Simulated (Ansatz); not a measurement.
**MgH2 (P4_2/mnm): band gap by G0W0 on PBE**

Symmetry: P4_2/mnm, No. 136, tetragonal system. The conventional cell has a = 4.517 Å, b = 4.517 Å, c = 3.021 Å, α = 90.00°, β = 90.00°, γ = 90.00°. Nearest to Mg lie 6 H at 1.95 Å. H has 3 Mg at 1.95 Å nearest. Farther neighbours are not listed.

```yaml
method: DFT, PBE, plane waves, PAW; PAW set soft_1 (and 1 further level or step)
program: Ansatz 0.2.0
settings_of_one_run: cutoff 420 eV, 6×6×8 k-mesh, smearing width 0.02 eV, PAW set soft 1
cost: 2 runs, 3 min in all on 1 × NVIDIA H100 80GB HBM3 (shared by 3 runs) with 4 threads of AMD EPYC 7R13 (Zen 3), shared host (the runs of this entry)
notes: The cell and positions come from the Crystallography Open Database and are kept as given unless a step says otherwise. From 173 bands and 110 eV to 1048 bands and 380 eV the gap moves by 6.034 − 5.874 = +0.160 eV (rung by rung 5.874, 5.970, 6.009, 6.034 eV); bands and screening cutoff rise together, so their parts are not told apart. A line in one over the bands through the two highest rungs gives 6.034 + (6.034 − 6.009) × 632 / (1048 − 632) = 6.072 eV, and through the pair below 6.009 + (6.009 − 5.970) × 378 / (632 − 378) = 6.067 eV. The two agree within 0.03 eV and the same two states bound the gap in each rung, so 6.072 eV is taken as an estimate of the limit on this mesh. With the 6×6×8 mesh in place of the 4×4×6 mesh and all else as in the G0W0@PBE row with 173 bands, the gap differs by 5.735 − 5.874 = −0.139 eV, and that of the start by 3.795 − 3.902 = −0.107 eV; an edge lies at another k point, so this need not be the shift of one pair of states. The differences hold parts that these runs do not separate: finite bands, cutoffs and mesh, points of the zone that were not corrected, the start of G0W0, spin-orbit coupling missing from it, static nuclei, no electron-hole attraction, and what each experiment reads as the gap. How much each gives is not known from the steps shown.
pbe_gap_over_mesh_and_path: 3.719 eV, from k = (0.167, 0.167, 0.125) to k = (0.400, 0.400, 0.500)
g0w0_pbe_gap_over_17_of_24_irreducible_mesh_points: 6.034 eV, from k = (0.000, 0.250, 0.000) to k = (-0.500, -0.500, -0.500)
estimated_limit_in_bands_and_cutoff_on_this_mesh: 6.072 eV
gw_settings: 4×4×6 mesh, 1036 empty bands, screening to 380 eV, hard PAW files
known_limits: finite bands, screening cutoff and k mesh; no spin-orbit coupling in G0W0
```

Over 17 of 24 irreducible mesh points the G0W0 gap is 6.034 eV, from k = (0.000, 0.250, 0.000) to k = (-0.500, -0.500, -0.500). The PBE gap of this run on the mesh is 3.902 eV. The two states that bound the G0W0 gap lie that far apart at the start, so the correction of the gap is 6.034 − 3.902 = +2.132 eV. The valence state moves by 0.158 − 1.710 = −1.552 eV and the conduction state by 6.192 − 5.612 = +0.580 eV, on the run's own scale; with 173 bands the edge states move by −1.343 and +0.629 eV, so the split between the edges depends on the bands and cutoff.

**Quasiparticle gap of MgH2 (P4_2/mnm)**

It takes space group P4_2/mnm (No. 136, tetragonal). Conventional cell: a = 4.517 Å, b = 4.517 Å, c = 3.021 Å, α = 90.00°, β = 90.00°, γ = 90.00°. Mg has 6 H at 1.95 Å nearest. H has 3 Mg at 1.95 Å nearest. Farther neighbours are not listed.

```
Mg H
1.0
     4.51680    0.00000    0.00000
     0.00000    4.51680    0.00000
     0.00000    0.00000    3.02050
Mg H
2 4
Direct
  0.00000 0.00000 0.00000
  0.50000 0.50000 0.50000
  0.30600 0.30600 0.00000
  0.19400 0.80600 0.50000
  0.69400 0.69400 0.00000
  0.80600 0.19400 0.50000
```

```yaml
method: G0W0 on HSE06, plane waves, PAW (and 1 further level or step)
program: Ansatz 0.2.0
settings_of_one_run: cutoff 800 eV, 4×4×6 k-mesh, {"kind": "paw", "source": "ansatz"}, empty bands 366, screening cutoff 190 eV, screening contour deformation, QP bands (v2, c2), PAW set ansatz
cost: 2 runs, 78 s in all on 1 × NVIDIA H100 80GB HBM3 (shared by 3 runs) with 4 threads of AMD EPYC 7R13 (Zen 3), shared host (the runs of this entry)
notes: In doubt: masses and optical values from hybrid runs of this build are listed as unsure (in some of the runs), which bears on the screening that GW takes from such a start. The cell and positions come from the Crystallography Open Database and are kept as given unless a step says otherwise. The differences hold parts that these runs do not separate: finite bands, cutoffs and mesh, points of the zone that were not corrected, the start of G0W0, spin-orbit coupling missing from it, static nuclei, no electron-hole attraction, and what each experiment reads as the gap. How much each gives is not known from the steps shown.
hse06_gap_over_mesh_and_listed_points: 4.811 eV, from k = (0.167, 0.167, 0.125) to k = (0.400, 0.400, 0.500)
g0w0_hse06_gap_over_17_of_24_irreducible_mesh_points: 6.620 eV, from k = (0.000, 0.250, 0.000) to k = (-0.500, -0.500, -0.500)
gw_settings: 4×4×6 mesh, 366 empty bands, screening to 190 eV, hard PAW files
known_limits: finite bands, screening cutoff and k mesh; no spin-orbit coupling in G0W0
```

Over 17 of 24 irreducible mesh points the G0W0 gap is 6.620 eV, from k = (0.000, 0.250, 0.000) to k = (-0.500, -0.500, -0.500). The HSE06 gap of this run on the mesh is 5.020 eV. The two states that bound the G0W0 gap lie that far apart at the start, so the correction of the gap is 6.620 − 5.020 = +1.600 eV. The valence state moves by −0.154 − 0.959 = −1.113 eV and the conduction state by 6.466 − 5.979 = +0.487 eV, on the run's own scale; how far single levels stand from their limit in bands is not shown.

[Paths, hosts, dates, memory and timing lines, banners, echoed tables and standing remarks are left out of the program output.]

[Logs are printed without paths, hosts, clocks, repeated set-up lines and the standing remarks that a program may print on its own settings, such as how far it seeks lower states.]

[Runs of the session that timed out or met a known fault of the program may be left out.]

[Cells called generated may have been cut or substituted from an entry of the Crystallography Open Database or the Materials Project.]

[Hosts, paths, dates, database ids (printed as entryN), source tags and the programs' standing remarks are cut or masked in the printed files.]
